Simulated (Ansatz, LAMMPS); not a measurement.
# Glassy 46SiO2-16Al2O3-16BaO-16Li2O-5Sc2O3 (mol %) (121 atoms) under strain, part 2 of 3

Aim: relax glassy 46SiO2-16Al2O3-16BaO-16Li2O-5Sc2O3 (mol %) (121 atoms), then change its volume and shape to read moduli from the stress.

Ansatz 0.2.0; Kohn-Sham DFT, r2SCAN, PAW (set soft_2), plane waves.

The cell: 17 Si, 12 Al, 6 Ba, 12 Li, 4 Sc and 70 O. The quench rate of 100 K/ps is many orders above laboratory rates. The network of bonds at the start is that of the classical potential that made the cell. The Brillouin zone is sampled at Γ only. Spin–orbit coupling is left out.

So far. Step 2 (Single point at the start): The r.m.s. force at the start is 0.74 eV/Å. Step 3 (Cell and atoms relaxed): The relaxation converged after 14 steps, with a largest force component of 0.033 eV/Å.

### 4. Single point at the relaxed geometry

The electronic structure is read at the final geometry, in a run of its own.

input.yaml

```yaml
crystal:
  lattice:
    - [11.63783, -0.28287, 0.27858]
    - [-0.28287, 11.60132, 0.21183]
    - [0.27858, 0.21183, 11.41865]
  atoms:
    - { symbol: Si, position: [0.06917, 0.47063, 0.49625] }
    - { symbol: Si, position: [0.67868, 0.56811, 0.62522] }
    - { symbol: Si, position: [0.09842, 0.52978, 0.76966] }
    - { symbol: Si, position: [0.00437, 0.01255, 0.20485] }
    - { symbol: Si, position: [0.30828, 0.26106, 0.73596] }
    - { symbol: Si, position: [0.42122, 0.92026, 0.17073] }
    [... 109 atom lines left out ...]
    - { symbol: O, position: [0.61846, 0.5404, 0.49836] }
    - { symbol: O, position: [0.18062, 0.16894, 0.49627] }
    - { symbol: O, position: [0.44364, 0.5323, 0.92376] }
    - { symbol: O, position: [0.052, 0.59031, 0.42078] }
    - { symbol: O, position: [0.80677, 0.66273, 0.91443] }
    - { symbol: O, position: [0.58092, 0.10648, 0.63791] }
kpoints:
  mp_grid: { grid: [1, 1, 1] }
hamiltonian:
  xc: r2scan
scf:
  occupations: { method: gaussian, width: 0.05 }
output:
  forces: true
  stress: true
  populations: true
  dos:
    method: { smearing: { sigma: 0.15 } }
    de: 0.1
    projected: { site_lists: { Al: [Al], Ba: [Ba], Li: [Li], O: [O], Sc: [Sc] } }
  eigenvalues: true
  write_density: true
  write_potential: true
  volumetric_format: npy
```

Command:

```console
> ansatz run input.yaml --threads 4 --pin off --max-ram 8192MiB --backend cpu --events-out ev --progress --plain --runs-dir out
```

Numbers of over 12 decimals in the logs are rounded to 6 here.

The program printed:

```text
[...]
Crystal: 121 atoms, lattice volume = 1539.310 Å³
Basis set: ecut = 500 eV, 39043 PW (Γ), exchange–correlation on 360×360×360 points (64 copies of the dense FFT grid, shifted against one another)
Bands: 453, of which v1, the nominal top of the filled ones, is band 332 counted from 1 (331 counted from 0)
Symmetry: 1 space group operations
[...]
k-points: 1
[...]
SCF iter   1: F=—  HF=-104142.151896 eV  |F-HF|=—  |Δ(HF+E_count)|=         —  Δρ=8.62e-3  dr2=1.33e0  dr2_τ=7.63e0  ethr=1.77e-3  ⟨swp⟩=6.0  Hψ=2090  notcnv=0  defer=84
[...]
SCF iter  10: F=-104145.497077 eV  HF=-104145.497077 eV  |F-HF|=8.15e-9  |Δ(HF+E_count)|=   1.92e-9  Δρ=1.53e-6  dr2=3.77e-8  dr2_τ=4.64e-9  ethr=1.51e-11  ⟨swp⟩=23.0  Hψ=4357  notcnv=0
SCF 1 converged in 10 iterations: F = -104145.497077 eV  dr2 = 3.77e-8
[...]
SCF converged after 10 iterations
Free energy (F): -104145.497077 eV
[...]
Internal energy: -104145.497077 eV  (E = F + TS)
E sigma→0 (E₀):  -104145.497077 eV
Fermi energy:    6.779743 eV
[...]
--- Forces (eV/Å), atoms counted from 1 ---
  atom   1  Si     0.02062399     0.00886741     0.00430283
  atom   2  Si    -0.01180772    -0.01282005    -0.01767826
  atom   3  Si     0.01416778     0.00033261    -0.00771563
  atom   4  Si     0.00206907     0.02061171    -0.00459002
  atom   5  Si    -0.01143669     0.00368392     0.00070093
  atom   6  Si     0.00363088     0.00908929     0.00725247
  atom   7  Si     0.00218715    -0.03388241     0.00306219
  atom   8  Si    -0.03128624    -0.01238458    -0.00700886
  atom   9  Si     0.02119365     0.01618867     0.03083148
  atom  10  Si    -0.02283259     0.00247412    -0.00535647
  atom  11  Si     0.00109591    -0.01597910    -0.00531703
  atom  12  Si     0.01888911     0.00901102    -0.00925833
  atom  13  Si    -0.01540007    -0.00029598     0.00814497
  atom  14  Si    -0.00079395    -0.01737032     0.00551819
[...]
atom 120  O      0.00258640     0.00222907    -0.00398302
  atom 121  O      0.00453208     0.00075756     0.00770802
  max |Σ_I F_I| component: 2.44e-4 eV/Å
--- Stress (GPa, compression-positive) ---
       -0.004178       0.004630      -0.010684
        0.004606       0.001262       0.000559
       -0.010700       0.000551      -0.017242
  P = ⅓ Tr σ = -0.0067 GPa (-0.067 kbar)
--- Band table (eV) ---
[...]
--- Löwdin populations: 121 sites ---
  site symbol       q [e]
     0     Si      2.2665
     1     Si      2.2829
     2     Si      2.2883
[...]
120      O      6.9016
  spilling = 0.010988 (of n_electrons = 664.000000)
```

The job ended after 30 s (4 threads of AMD EPYC 9R45, shared host; peak memory 4.9 GiB).

Numbers from this run:

* free energy: -104145.4971 eV
* free energy per atom: -860.7066 eV/atom
* SCF cycles: 10
* pressure: -0.006719 GPa
* r.m.s. force component: 0.00975 eV/Å
* longest force: 0.04077 eV/Å
* Fermi energy: 6.78 eV
* gap (highest filled to lowest empty level): 4.609 eV
* spilling of the projection: 0.01099

### 5. Volume -3 %

The relaxed cell is scaled evenly and the atoms are relaxed again; the stress at the end gives one point of P(V).

input.yaml, the sections that differ from step 4:

```yaml
crystal:
  lattice:
    - [11.52027, -0.28001, 0.27577]
    - [-0.28001, 11.48413, 0.20969]
    - [0.27577, 0.20969, 11.3033]
  atoms:
    [... the 121 atom lines of step 4 ...]
output:
  forces: true
  eigenvalues: true
  stress: true
relax:
  f_tol: 0.05
  max_steps: 70
# kpoints, hamiltonian, scf: as in step 4
```

The program printed:

```text
Warning: output.stress: scf.convergence.dr2_threshold = 1e-7 eV (the SCF's general default) is looser than the 1.08e-8 eV advised for a printed stress (1e-10 eV for each atom of the cell: 121, of which 108 are counted). What an SCF threshold leaves in a stress goes as its square root, and in the free energy as the threshold itself, and one threshold admits the most on a small cell: [...]
[...]
Crystal: 121 atoms, lattice volume = 1493.131 Å³
Basis set: ecut = 500 eV, 37875 PW (Γ), exchange–correlation on 360×360×360 points (64 copies of the dense FFT grid, shifted against one another)
Bands: 453, of which v1, the nominal top of the filled ones, is band 332 counted from 1 (331 counted from 0)
Symmetry: 1 space group operations
[...]
k-points: 1
[...]
SCF iter   1: F=—  HF=-104141.275645 eV  |F-HF|=—  |Δ(HF+E_count)|=         —  Δρ=8.68e-3  dr2=1.29e0  dr2_τ=8.21e0  ethr=1.77e-3  ⟨swp⟩=6.0  Hψ=2091  notcnv=0  defer=83
[...]
SCF iter   7: F=-104144.793113 eV  HF=-104144.793114 eV  |F-HF|=5.11e-7  |Δ(HF+E_count)|=   4.79e-6  Δρ=2.36e-5  dr2=7.59e-6  dr2_τ=1.07e-6  ethr=9.41e-9  ⟨swp⟩=20.0  Hψ=2969  notcnv=0
SCF 1 converged in 7 iterations: F = -104144.793113 eV  dr2 = 7.59e-6
[...]
relax step   1: F+E_penalty+E_count = -104144.79311312 eV  Δ(F+E_penalty+E_count) = +0.000e0 eV  max|allowed force component| = 5.539e-1 eV/Å  Δτ_max = 0.0000 Å  (7 SCF iters, dr2 threshold 6.25e-5 eV, accepted)
[...]
relax step   2: F+E_penalty+E_count = -104144.98901135 eV  Δ(F+E_penalty+E_count) = -1.959e-1 eV  max|allowed force component| = 3.559e-1 eV/Å  Δτ_max = 0.0775 Å  (6 SCF iters, dr2 threshold 1.92e-5 eV, accepted)
[...]
relax step   3: F+E_penalty+E_count = -104145.11550834 eV  Δ(F+E_penalty+E_count) = -1.265e-1 eV  max|allowed force component| = 1.690e-1 eV/Å  Δτ_max = 0.0498 Å  (7 SCF iters, dr2 threshold 7.92e-6 eV, accepted)
relax step   4: F+E_penalty+E_count = -104144.93940329 eV  Δ(F+E_penalty+E_count) = +1.761e-1 eV  max|allowed force component| = 8.102e-1 eV/Å  Δτ_max = 0.2000 Å  (8 SCF iters, dr2 threshold 6.44e-6 eV, rejected (line search))
relax step   5: F+E_penalty+E_count = -104145.16533361 eV  Δ(F+E_penalty+E_count) = -4.983e-2 eV  max|allowed force component| = 1.097e-1 eV/Å  Δτ_max = 0.0637 Å  (9 SCF iters, accepted)
relax step   6: F+E_penalty+E_count = -104145.17461869 eV  Δ(F+E_penalty+E_count) = -9.285e-3 eV  max|allowed force component| = 1.237e-1 eV/Å  Δτ_max = 0.1000 Å  (7 SCF iters, dr2 threshold 2.72e-6 eV, accepted)
relax step   7: F+E_penalty+E_count = -104145.18063477 eV  Δ(F+E_penalty+E_count) = -6.016e-3 eV  max|allowed force component| = 8.062e-2 eV/Å  Δτ_max = 0.0448 Å  (6 SCF iters, dr2 threshold 6.45e-6 eV, accepted)
relax step   8: F+E_penalty+E_count = -104145.18309377 eV  Δ(F+E_penalty+E_count) = -2.459e-3 eV  max|allowed force component| = 5.346e-2 eV/Å  Δτ_max = 0.0309 Å  (6 SCF iters, dr2 threshold 2.76e-6 eV, accepted)
relax step   9: F+E_penalty+E_count = -104145.18243069 eV  Δ(F+E_penalty+E_count) = +6.631e-4 eV  max|allowed force component| = 7.259e-2 eV/Å  Δτ_max = 0.1115 Å  (9 SCF iters, rejected (line search))
[...]
relax step  10: F+E_penalty+E_count = -104145.18611422 eV  Δ(F+E_penalty+E_count) = -3.020e-3 eV  max|allowed force component| = 2.468e-2 eV/Å  Δτ_max = 0.0556 Å  (8 SCF iters, accepted)
[...]
SCF iter   2: F=-104145.186114 eV  HF=-104145.186114 eV  |F-HF|=1.83e-9  |Δ(HF+E_count)|=   7.12e-9  Δρ=5.22e-7  dr2=5.07e-9  dr2_τ=1.74e-9  ethr=7.74e-12  ⟨swp⟩=4.0  Hψ=1089  notcnv=0
SCF 11 converged in 2 iterations: F = -104145.186114 eV  dr2 = 5.07e-9
SCF converged after 2 iterations
Free energy (F): -104145.186114 eV
[...]
Internal energy: -104145.186114 eV  (E = F + TS)
E sigma→0 (E₀):  -104145.186114 eV
Fermi energy:    7.156819 eV
[...]
--- Forces (eV/Å), atoms counted from 1 ---
  atom   1  Si     0.00931746    -0.00657505    -0.00764510
  atom   2  Si    -0.01847518     0.00598942    -0.00353059
  atom   3  Si    -0.01961382    -0.00302899     0.01003413
  atom   4  Si    -0.00378249    -0.01162197    -0.01050634
  atom   5  Si     0.00075331    -0.00981912    -0.00592271
  atom   6  Si    -0.01133465    -0.00079569    -0.00676107
  atom   7  Si     0.01644768    -0.00685161     0.00707255
  atom   8  Si    -0.00303073     0.00138282     0.01163090
  atom   9  Si    -0.00107252     0.01165524    -0.00250295
  atom  10  Si    -0.00991085    -0.00048851     0.01563227
  atom  11  Si    -0.00395411    -0.01547156     0.01290739
  atom  12  Si    -0.00643541     0.00702148     0.00339895
  atom  13  Si     0.00905642     0.00183027     0.00311528
  atom  14  Si     0.00368791    -0.01403431    -0.00462272
[...]
atom 120  O     -0.00214521    -0.00399762     0.00065213
  atom 121  O      0.00168167     0.00643555    -0.00747048
  max |Σ_I F_I| component: 4.28e-4 eV/Å
--- Stress (GPa, compression-positive) ---
        2.452881       0.091410      -0.213810
        0.091388       2.103098      -0.096830
       -0.213818      -0.096847       2.218975
  P = ⅓ Tr σ = 2.2583 GPa (22.583 kbar)
--- Band table (eV) ---
[...]
--- Relaxed structure (10 steps of the walk, 8 accepted, 0 SCFs on fresh bases) ---
  F+E_penalty+E_count = -104145.18611422 eV   max|allowed force component| = 2.468e-2 eV/Å
  atoms:
    - { symbol: Si, position: [0.068131, 0.470020, 0.495267] }
    - { symbol: Si, position: [0.677774, 0.566969, 0.624140] }
    - { symbol: Si, position: [0.096657, 0.526563, 0.770597] }
    - { symbol: Si, position: [0.00682574, 0.013613, 0.204499] }
[...]
- { symbol: O, position: [0.581739, 0.108248, 0.641851] }
```

Elapsed: 3.7 min, on 4 threads; peak memory 4.8 GiB.

The program notes that the SCF threshold is loose for the stress.

The relaxation converged after 10 steps, 0.393 eV below its start, with a largest force component of 0.025 eV/Å.

Volume -3 %: the energy stands 0.311 eV above that of the reference, at a pressure of 2.26 GPa.

### 6. Volume +3 %

The relaxed cell is scaled to another volume.

Input and log are left out; they have the form of those shown for this kind of step.

The job ended after 4.3 min (4 threads of AMD EPYC 9R45, shared host; peak memory 5 GiB; 16 min of CPU time).

The relaxation converged after 12 steps, 0.424 eV below its start, with a largest force component of 0.035 eV/Å.

Volume +3 %: the energy stands 0.216 eV above that of the reference, at a pressure of -1.77 GPa.

### 7. Volume -6 %

The relaxed cell is scaled to another volume.

Input and log are left out; they have the form of those shown for this kind of step.

Wall time 4.4 min (4 threads of AMD EPYC 9R45, shared host); peak memory 4.8 GiB.

The relaxation converged after 12 steps, 1.65 eV below its start, with a largest force component of 0.031 eV/Å.

Volume -6 %: the energy stands 1.32 eV above that of the reference, at a pressure of 4.78 GPa.

### 8. Volume +6 %

The relaxed cell is scaled to another volume.

input.yaml, the sections that differ from step 5:

```yaml
crystal:
  lattice:
    - [11.86608, -0.28842, 0.28404]
    - [-0.28842, 11.82885, 0.21598]
    - [0.28404, 0.21598, 11.6426]
  atoms:
    [... the 121 atom lines of step 4 ...]
# kpoints, hamiltonian, scf, output, relax: as in step 5
```

The program printed:

```text
[...]
Crystal: 121 atoms, lattice volume = 1631.668 Å³
Basis set: ecut = 500 eV, 41461 PW (Γ), exchange–correlation on 360×360×360 points (64 copies of the dense FFT grid, shifted against one another)
Bands: 453, of which v1, the nominal top of the filled ones, is band 332 counted from 1 (331 counted from 0)
Symmetry: 1 space group operations
[...]
k-points: 1
[...]
SCF iter   1: F=—  HF=-104140.045334 eV  |F-HF|=—  |Δ(HF+E_count)|=         —  Δρ=8.61e-3  dr2=1.46e0  dr2_τ=6.67e0  ethr=1.77e-3  ⟨swp⟩=6.0  Hψ=2003  notcnv=0  defer=85
[...]
SCF iter   6: F=—  HF=-104143.062849 eV  |F-HF|=—  |Δ(HF+E_count)|=   9.61e-5  Δρ=8.24e-5  dr2=1.14e-4  dr2_τ=1.38e-5  ethr=8.17e-8  ⟨swp⟩=2.0  Hψ=565  notcnv=0  defer=117
SCF iter   7: F=-104143.062865 eV  HF=-104143.062869 eV  |F-HF|=3.49e-6  |Δ(HF+E_count)|=   1.99e-5  Δρ=3.08e-5  dr2=1.51e-5  dr2_τ=2.10e-6  ethr=9.41e-9  ⟨swp⟩=18.0  Hψ=3369  notcnv=0
SCF 1 converged in 7 iterations: F = -104143.062865 eV  dr2 = 1.51e-5
[...]
relax step   1: F+E_penalty+E_count = -104143.06286510 eV  Δ(F+E_penalty+E_count) = +0.000e0 eV  max|allowed force component| = 1.020e0 eV/Å  Δτ_max = 0.0000 Å  (7 SCF iters, dr2 threshold 6.25e-5 eV, accepted)
[...]
relax step   2: F+E_penalty+E_count = -104143.71749031 eV  Δ(F+E_penalty+E_count) = -6.546e-1 eV  max|allowed force component| = 7.375e-1 eV/Å  Δτ_max = 0.1744 Å  (7 SCF iters, dr2 threshold 6.50e-5 eV, accepted)
[...]
relax step   3: F+E_penalty+E_count = -104144.18409672 eV  Δ(F+E_penalty+E_count) = -4.666e-1 eV  max|allowed force component| = 3.264e-1 eV/Å  Δτ_max = 0.1237 Å  (7 SCF iters, dr2 threshold 3.40e-5 eV, accepted)
relax step   4: F+E_penalty+E_count = -104144.36498282 eV  Δ(F+E_penalty+E_count) = -1.809e-1 eV  max|allowed force component| = 3.570e-1 eV/Å  Δτ_max = 0.2000 Å  (7 SCF iters, dr2 threshold 2.09e-5 eV, accepted)
relax step   5: F+E_penalty+E_count = -104144.44176353 eV  Δ(F+E_penalty+E_count) = -7.678e-2 eV  max|allowed force component| = 1.749e-1 eV/Å  Δτ_max = 0.1003 Å  (6 SCF iters, dr2 threshold 2.50e-5 eV, accepted)
relax step   6: F+E_penalty+E_count = -104144.49935757 eV  Δ(F+E_penalty+E_count) = -5.759e-2 eV  max|allowed force component| = 1.899e-1 eV/Å  Δτ_max = 0.1953 Å  (7 SCF iters, dr2 threshold 7.34e-6 eV, accepted)
relax step   7: F+E_penalty+E_count = -104144.52305124 eV  Δ(F+E_penalty+E_count) = -2.369e-2 eV  max|allowed force component| = 1.414e-1 eV/Å  Δτ_max = 0.1162 Å  (7 SCF iters, dr2 threshold 8.65e-6 eV, accepted)
relax step   8: F+E_penalty+E_count = -104144.53822414 eV  Δ(F+E_penalty+E_count) = -1.517e-2 eV  max|allowed force component| = 1.523e-1 eV/Å  Δτ_max = 0.0800 Å  (7 SCF iters, dr2 threshold 1.11e-5 eV, accepted)
relax step   9: F+E_penalty+E_count = -104144.41884449 eV  Δ(F+E_penalty+E_count) = +1.194e-1 eV  max|allowed force component| = 3.343e-1 eV/Å  Δτ_max = 0.2000 Å  (8 SCF iters, dr2 threshold 1.29e-5 eV, rejected (line search))
relax step  10: F+E_penalty+E_count = -104144.55747364 eV  Δ(F+E_penalty+E_count) = -1.925e-2 eV  max|allowed force component| = 8.640e-2 eV/Å  Δτ_max = 0.0619 Å  (9 SCF iters, accepted)
relax step  11: F+E_penalty+E_count = -104144.53406294 eV  Δ(F+E_penalty+E_count) = +2.341e-2 eV  max|allowed force component| = 2.752e-1 eV/Å  Δτ_max = 0.1000 Å  (9 SCF iters, rejected (line search))
relax step  12: F+E_penalty+E_count = -104144.56361759 eV  Δ(F+E_penalty+E_count) = -6.144e-3 eV  max|allowed force component| = 6.096e-2 eV/Å  Δτ_max = 0.0343 Å  (9 SCF iters, accepted)
relax step  13: F+E_penalty+E_count = -104144.56287722 eV  Δ(F+E_penalty+E_count) = +7.404e-4 eV  max|allowed force component| = 1.314e-1 eV/Å  Δτ_max = 0.0500 Å  (8 SCF iters, rejected (line search))
[...]
relax step  14: F+E_penalty+E_count = -104144.56629182 eV  Δ(F+E_penalty+E_count) = -2.674e-3 eV  max|allowed force component| = 3.231e-2 eV/Å  Δτ_max = 0.0249 Å  (7 SCF iters, accepted)
[...]
SCF iter   2: F=-104144.566292 eV  HF=-104144.566292 eV  |F-HF|=1.81e-8  |Δ(HF+E_count)|=   2.50e-8  Δρ=1.18e-6  dr2=2.02e-8  dr2_τ=1.45e-9  ethr=8.07e-12  ⟨swp⟩=3.0  Hψ=1024  notcnv=0
SCF 15 converged in 2 iterations: F = -104144.566292 eV  dr2 = 2.02e-8
SCF converged after 2 iterations
Free energy (F): -104144.566292 eV
[...]
Internal energy: -104144.566292 eV  (E = F + TS)
E sigma→0 (E₀):  -104144.566292 eV
Fermi energy:    6.140595 eV
[...]
Σ components = -104144.566292   (vs F -104144.566292, Δ=0.00e0)
--- Forces (eV/Å), atoms counted from 1 ---
  atom   1  Si     0.01294525    -0.01972997    -0.02012433
  atom   2  Si    -0.00490020    -0.00542448    -0.00327526
  atom   3  Si    -0.00258325    -0.00498970    -0.00077167
  atom   4  Si     0.00658232    -0.00882084     0.01028982
[...]
atom 121  O      0.00103150     0.00420733    -0.00218426
  max |Σ_I F_I| component: 3.45e-4 eV/Å
--- Stress (GPa, compression-positive) ---
       -3.622792      -0.083061       0.213840
       -0.083068      -2.750520       0.332938
        0.213813       0.332945      -3.185623
  P = ⅓ Tr σ = -3.1863 GPa (-31.863 kbar)
--- Band table (eV) ---
[...]
--- Relaxed structure (14 steps of the walk, 11 accepted, 0 SCFs on fresh bases) ---
  F+E_penalty+E_count = -104144.56629182 eV   max|allowed force component| = 3.231e-2 eV/Å
  atoms:
    - { symbol: Si, position: [0.071420, 0.470454, 0.498330] }
    - { symbol: Si, position: [0.680747, 0.571753, 0.623777] }
    - { symbol: Si, position: [0.103275, 0.540346, 0.765815] }
    - { symbol: Si, position: [-0.00301459, 0.00692648, 0.205220] }
[...]
- { symbol: O, position: [0.577719, 0.105213, 0.635027] }
```

Elapsed: 4.9 min, on 4 threads; peak memory 5.1 GiB; 19 min of CPU time.

The relaxation converged after 14 steps, 1.50 eV below its start, with a largest force component of 0.032 eV/Å.

Volume +6 %: the energy stands 0.931 eV above that of the reference, at a pressure of -3.19 GPa.

### 9. Volume -10 %

The relaxed cell is scaled to another volume.

Input and log are left out; they have the form of those shown for this kind of step.

Run time: 5.4 min. Hardware: 4 threads of AMD EPYC 9R45, shared host; peak memory 4.4 GiB.

The relaxation converged after 18 steps, 5.33 eV below its start, with a largest force component of 0.036 eV/Å.

Volume -10 %: the energy stands 3.55 eV above that of the reference, at a pressure of 7.50 GPa.

[end of part 2 of 3]

[Logs are printed without paths, hosts, clocks, repeated set-up lines and the standing remarks that a program may print on its own settings, such as how far it seeks lower states.]

[Hosts, paths, dates, database ids (printed as entryN), source tags and the programs' standing remarks are cut or masked in the printed files.]
